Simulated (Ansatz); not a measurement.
# Sr on W(100): change of the work function, part 5 of 5

Wanted: Δφ(θ) for Sr/W(100), starting from the hollow site.

Ansatz 0.2.0; plane-wave DFT, PBE, Ansatz PAW.

So far, work function, upper face (eV): step 2 (the clean slab) 4.14; step 3 (adsorbate added, coverage 0.25 ML) 2.08; step 4 (adsorbate added, coverage 0.5 ML) 2.25; step 6 (the slab at 0.25 ML, atoms frozen) 2.08; step 7 (the substrate of the 0.25 ML cell alone) 4.24.

## 10. A changed input (continued)

Projected DOS per atom over height of the atomic layer and energy from the Fermi level. Layers: W4 W4 W4 W4 W4 Sr2 from below.

Values in states/eV, 22 rows by 6 columns, each cell a mean:
```
1.63 1.25 1.11 1.02 0.62 0.28
1.59 0.92 1.06 0.66 0.51 0.16
1.36 0.59 0.99 0.52 1.27 0.21
1.24 0.45 0.61 0.49 1.60 0.28
2.25 0.36 0.54 0.42 1.75 0.46
1.95 0.71 0.47 0.73 2.00 0.30
0.78 0.49 0.34 0.60 0.97 0.44
1.30 0.98 0.99 0.94 1.10 0.34
1.21 0.95 1.12 0.90 1.39 0.57
1.63 1.33 1.49 1.36 1.78 0.31
1.06 1.54 1.34 1.66 1.08 0.02
0.59 1.09 0.78 0.99 0.67 0.03
0.54 1.04 0.76 0.97 0.58 0.04
1.24 1.35 1.18 1.27 1.18 0.07
0.38 0.61 0.79 0.72 0.53 0.07
0.36 0.91 1.33 0.90 0.40 0.03
0.19 0.55 0.74 0.56 0.22 0.01
0.15 0.38 0.44 0.38 0.17 0.01
0.11 0.21 0.18 0.20 0.12 0.01
0.11 0.22 0.19 0.22 0.12 0.02
0.02 0.05 0.07 0.05 0.02 0.00
0.03 0.11 0.15 0.11 0.04 0.00
```
Columns: height of the atomic layer (Å) from 9 to 17.7 (not evenly spaced); rows upwards: energy from the Fermi level (eV) from -7.96 to 1.95.

```csv
quantity,this run,earlier run,difference
"work function, upper face (eV)",2.185,2.255,-0.070
"work function, lower face (eV)",4.332,4.243,0.089
dipole along the normal (e·Å),0.4739,0.4388,0.035
```

What moves beyond 0.01 in its unit (for the dipole 0.5 % and 5e-5 e·Å): dipole along the normal (+0.035 e·Å), work function, lower face (+0.0887 eV) and work function, upper face (-0.07 eV).

## 11. Varying the input

System of this step: W(100). The cell holds 5 atoms: 5 W. Cell: a = 3.160 Å, b = 3.160 Å, c = 24.320 Å, α = 90.0°, β = 90.0°, γ = 90.0°. Vacuum lies along c.

Another changed input: it repeats the earlier run at 0 ML with kpoints.mp_grid.grid from [10, 10, 1] to [5, 5, 1], scf.convergence.dr2_threshold from 1e-08 to 1e-05 and scf.occupations.width from 0.1 to 0.05.

Contents of input.yaml:

```yaml
crystal:
  lattice:
    - [3.16, 0.0, 0.0]
    - [0.0, 3.16, 0.0]
    - [0.0, 0.0, 24.32]
  atoms:
    - { symbol: W, position: [0.0, 0.0, 0.3700657895] }
    - { symbol: W, position: [0.5, 0.5, 0.4350328947] }
    - { symbol: W, position: [0.0, 0.0, 0.5] }
    - { symbol: W, position: [0.5, 0.5, 0.5649671053] }
    - { symbol: W, position: [0.0, 0.0, 0.6299342105] }
kpoints:
  mp_grid: { grid: [5, 5, 1] }
hamiltonian:
  xc: pbe
scf:
  occupations: { method: fermi_dirac, width: 0.05 }
  convergence: { dr2_threshold: 1.0e-05 }
efield:
  axis: 3
  dipole_correction: true
  ramp_position: 0.97
  ramp_width: 0.06
relax:
  f_tol: 0.02
  max_steps: 60
  constraints: [{ sites: [0, 1] }]
output:
  write_potential: true
  write_density: true
  volumetric_format: npy
```

The run is started by

```bash
ansatz run input.yaml --threads 4 --pin off --max-ram 12288MiB --backend cpu --events-out ev --progress --plain --runs-dir out
```

Numbers of over 12 decimals in the logs are rounded to 6 here.

Output:

```text
Warning: scf.convergence.dr2_threshold = 1e-5 eV is looser than this run's default, which is 1e-7 eV or tighter. The error in the forces grows as the threshold's square root, so leave the key out unless less accurate forces are enough
[...]
Crystal: 5 atoms, lattice volume = 242.850 Å³
Basis set: ecut = 420 eV, 4785 PW (Γ), exchange–correlation on 48×48×360 points (8 copies of the dense FFT grid, shifted against one another)
Bands: 42, of which v1, the nominal top of the filled ones, is band 35 counted from 1 (34 counted from 0)
Symmetry: 8 space group operations
k-points: 6 of 25
[...]
SCF iter   1: F=—  HF=-51918.847851 eV  |F-HF|=—  |Δ(HF+E_count)|=         —  Δρ=5.80e-3  dr2=2.53e-1  ethr=1.77e-3  p=0.000 e·Å  D=6.81e-15 V/Å  ΔV_dip=-0.00 eV  dr2_dipole=2.13e-10  V_vac-E_F(+/−)=4.32/4.32 eV  ⟨swp⟩=8.8  Hψ=1220  notcnv=0
[...]
SCF iter   7: F=-51918.818245 eV  HF=-51918.818243 eV  |F-HF|=1.80e-6  |Δ(HF+E_count)|=   9.13e-6  Δρ=1.71e-5  dr2=3.65e-7  ethr=1.43e-8  p=-0.000 e·Å  D=-1.10e-6 V/Å  ΔV_dip=0.00 eV  dr2_dipole=1.64e-11  V_vac-E_F(+/−)=4.20/4.20 eV  ⟨swp⟩=14.2  Hψ=2500  notcnv=0
SCF 1 converged in 7 iterations: F = -51918.818245 eV  dr2 = 3.65e-7
[...]
relax step   1: F+E_penalty+E_count = -51918.81824451 eV  Δ(F+E_penalty+E_count) = +0.000e0 eV  max|allowed force component| = 1.485e0 eV/Å  Δτ_max = 0.0000 Å  (7 SCF iters, accepted)
[...]
SCF iter   1: F=—  HF=-51918.877309 eV  |F-HF|=—  |Δ(HF+E_count)|=         —  Δρ=1.62e-2  dr2=7.63e0  ethr=3.10e-3  p=-0.000 e·Å  D=-6.71e-7 V/Å  ΔV_dip=0.00 eV  dr2_dipole=2.52e0  V_vac-E_F(+/−)=4.25/4.25 eV  ⟨swp⟩=6.8  Hψ=800  notcnv=0
[...]
SCF iter   7: F=-51918.667139 eV  HF=-51918.667143 eV  |F-HF|=4.20e-6  |Δ(HF+E_count)|=   6.71e-6  Δρ=2.76e-5  dr2=5.29e-6  ethr=1.43e-8  p=0.000 e·Å  D=2.95e-4 V/Å  ΔV_dip=-0.01 eV  dr2_dipole=5.77e-7  V_vac-E_F(+/−)=4.16/4.17 eV  ⟨swp⟩=15.0  Hψ=2703  notcnv=0
SCF 2 converged in 7 iterations: F = -51918.667139 eV  dr2 = 5.29e-6
[...]
relax step   2: F+E_penalty+E_count = -51918.66713879 eV  Δ(F+E_penalty+E_count) = +1.511e-1 eV  max|allowed force component| = 2.360e0 eV/Å  Δτ_max = 0.1990 Å  (7 SCF iters, rejected (line search))
SCF iter   1: F=—  HF=-51919.004988 eV  |F-HF|=—  |Δ(HF+E_count)|=         —  Δρ=1.19e-2  dr2=6.85e0  ethr=3.10e-3  p=0.000 e·Å  D=2.95e-4 V/Å  ΔV_dip=-0.01 eV  dr2_dipole=2.69e0  V_vac-E_F(+/−)=4.08/4.09 eV  ⟨swp⟩=6.2  Hψ=670  notcnv=0  defer=1
[...]
SCF iter   7: F=-51918.908198 eV  HF=-51918.908199 eV  |F-HF|=6.23e-7  |Δ(HF+E_count)|=   5.97e-6  Δρ=2.06e-5  dr2=2.61e-6  ethr=1.43e-8  p=0.005 e·Å  D=3.51e-3 V/Å  ΔV_dip=-0.09 eV  dr2_dipole=6.54e-8  V_vac-E_F(+/−)=4.12/4.20 eV  ⟨swp⟩=15.0  Hψ=2718  notcnv=0
SCF 3 converged in 7 iterations: F = -51918.908198 eV  dr2 = 2.61e-6
[...]
relax step   3: F+E_penalty+E_count = -51918.90819804 eV  Δ(F+E_penalty+E_count) = -8.995e-2 eV  max|allowed force component| = 2.184e-1 eV/Å  Δτ_max = 0.0791 Å  (7 SCF iters, accepted)
[...]
relax step   4: F+E_penalty+E_count = -51918.91023666 eV  Δ(F+E_penalty+E_count) = -2.039e-3 eV  max|allowed force component| = 4.690e-2 eV/Å  Δτ_max = 0.0275 Å  (6 SCF iters, accepted)
SCF iter   1: F=—  HF=-51918.910565 eV  |F-HF|=—  |Δ(HF+E_count)|=         —  Δρ=7.60e-4  dr2=1.56e-2  ethr=3.20e-5  p=0.004 e·Å  D=3.22e-3 V/Å  ΔV_dip=-0.08 eV  dr2_dipole=5.59e-3  V_vac-E_F(+/−)=4.12/4.20 eV  ⟨swp⟩=2.0  Hψ=464  notcnv=0  defer=1
[...]
SCF iter   4: F=-51918.910469 eV  HF=-51918.910471 eV  |F-HF|=1.85e-6  |Δ(HF+E_count)|=   1.93e-5  Δρ=2.67e-5  dr2=4.34e-6  ethr=1.43e-8  p=0.005 e·Å  D=3.45e-3 V/Å  ΔV_dip=-0.08 eV  dr2_dipole=2.04e-9  V_vac-E_F(+/−)=4.12/4.21 eV  ⟨swp⟩=13.2  Hψ=2665  notcnv=0
SCF 5 converged in 4 iterations: F = -51918.910469 eV  dr2 = 4.34e-6
relax step   5: F+E_penalty+E_count = -51918.91046930 eV  Δ(F+E_penalty+E_count) = -2.326e-4 eV  max|allowed force component| = 4.012e-3 eV/Å  Δτ_max = 0.0077 Å  (4 SCF iters, accepted)
[...]
WARN: The input density's exchange-correlation potential varies sharply where the density is thin. Do not read a vacuum level from v_tot or v_xc, or from such a field of the output density. On a cell that repeats whose density bears no net charge and no dipole along the vacuum's axis use v_es (v_loc + v_h of the components); under efield.dipole_correction with no amplitude use v_es + v_field, which holds any external [...]
SCF converged after 4 iterations
Free energy (F): -51918.910469 eV
[...]
Internal energy: -51918.850121 eV  (E = F + TS)
E sigma→0 (E₀):  -51918.880295 eV
Entropy (-TS):   -0.060348 eV (-12.070 meV/atom)
Fermi energy:    4.650374 eV
Dipole field:    D = 0.003507 V/Å  (p = 0.004707 e·Å, saw-weighted, corrected)
Work function:   Φ+ = 4.1210 eV   Φ− = 4.2063 eV
[...]
--- Forces (eV/Å), atoms counted from 1 ---
  atom   1  W      0.00000000     0.00000000     0.93650289
  atom   2  W     -0.00000000     0.00000000    -0.93307048
  atom   3  W     -0.00000000     0.00000000    -0.00401243
  atom   4  W     -0.00000000     0.00000000    -0.00005417
  atom   5  W      0.00000000    -0.00000000     0.00058283
  max |Σ_I F_I| component: 5.14e-5 eV/Å
--- Band table (eV; the first three rows and the last of 6) ---
  k-point 0: bands = [... 31 lower, 3.9812, 3.9812, 4.2668, 4.4015, 4.5387, 4.7443, 4.7443, 4.7575, ... 3 higher]
  k-point 1: bands = [... 31 lower, 3.7494, 3.7600, 3.8689, 3.9837, 5.0047, 5.2531, 5.4444, 5.6933, ... 3 higher]
  k-point 2: bands = [... 31 lower, 3.3714, 3.5100, 4.2011, 4.4436, 4.8130, 5.2916, 5.3972, 6.0192, ... 3 higher]
  k-point 5: bands = [... 31 lower, 2.9092, 3.2122, 5.3334, 5.5651, 5.6230, 5.6531, 6.2886, 6.4842, ... 3 higher]
--- Relaxed structure (5 steps of the walk, 4 accepted, 0 SCFs on fresh bases) ---
  F+E_penalty+E_count = -51918.91046930 eV   max|allowed force component| = 4.012e-3 eV/Å
  atoms:
    - { symbol: W, position: [0.0, 0.0, 0.3700657895] }
    - { symbol: W, position: [0.500000, 0.500000, 0.435033] }
    - { symbol: W, position: [5.58094445747445e-19, 0, 0.500373] }
    - { symbol: W, position: [0.500000, 0.500000, 0.568131] }
    - { symbol: W, position: [-3.644814893528918e-18, 0, 0.627497] }
```

The job ended after 6.7 s (4 threads of Arm Neoverse V2, shared host; peak memory 0.51 GiB).

```csv
quantity,this run,earlier run,difference
"work function, upper face (eV)",4.121,4.140,-0.019
"work function, lower face (eV)",4.206,4.249,-0.043
dipole along the normal (e·Å),0.004707,0.006030,-0.0013
```

What moves beyond 0.01 in its unit (for the dipole 0.5 % and 5e-5 e·Å): dipole along the normal (-0.00132 e·Å), work function, lower face (-0.0432 eV) and work function, upper face (-0.0192 eV).

The change shows in the results, which are not taken further.

## 12. Outcome

```yaml
work_function_of_the_clean_face: 4.14 eV
work_function_at_0p25_ml: 2.08 eV
work_function_at_0p5_ml: 2.25 eV
dipole_per_adsorbate_at_0p25_ml_positive_end_outwards: 2.17 D
step_of_the_potential_from_the_moved_charge_at_0p25_ml_upper_less_lower_side_atoms_held: -2.16 eV
```

Sr lowers the work function of W(100) at the lowest coverage, by 2.06 eV: the adsorbate layer has its positive end outwards. The slab has 5 layers, at the tabulated experimental lattice constant, one starting site was run, and quantum-size effects of a slab this thin can reach one or two tenths of an eV.

[Logs are printed without paths, hosts, clocks, repeated set-up lines and the standing remarks that a program may print on its own settings, such as how far it seeks lower states.]

[Hosts, paths, dates, database ids (printed as entryN), source tags and the programs' standing remarks are cut or masked in the printed files.]

[Maps of the electrostatic potential energy from Ansatz leave out the sawtooth potential of an applied field or a dipole correction, so their vacuum need not be flat; planar profiles and work functions include it.]
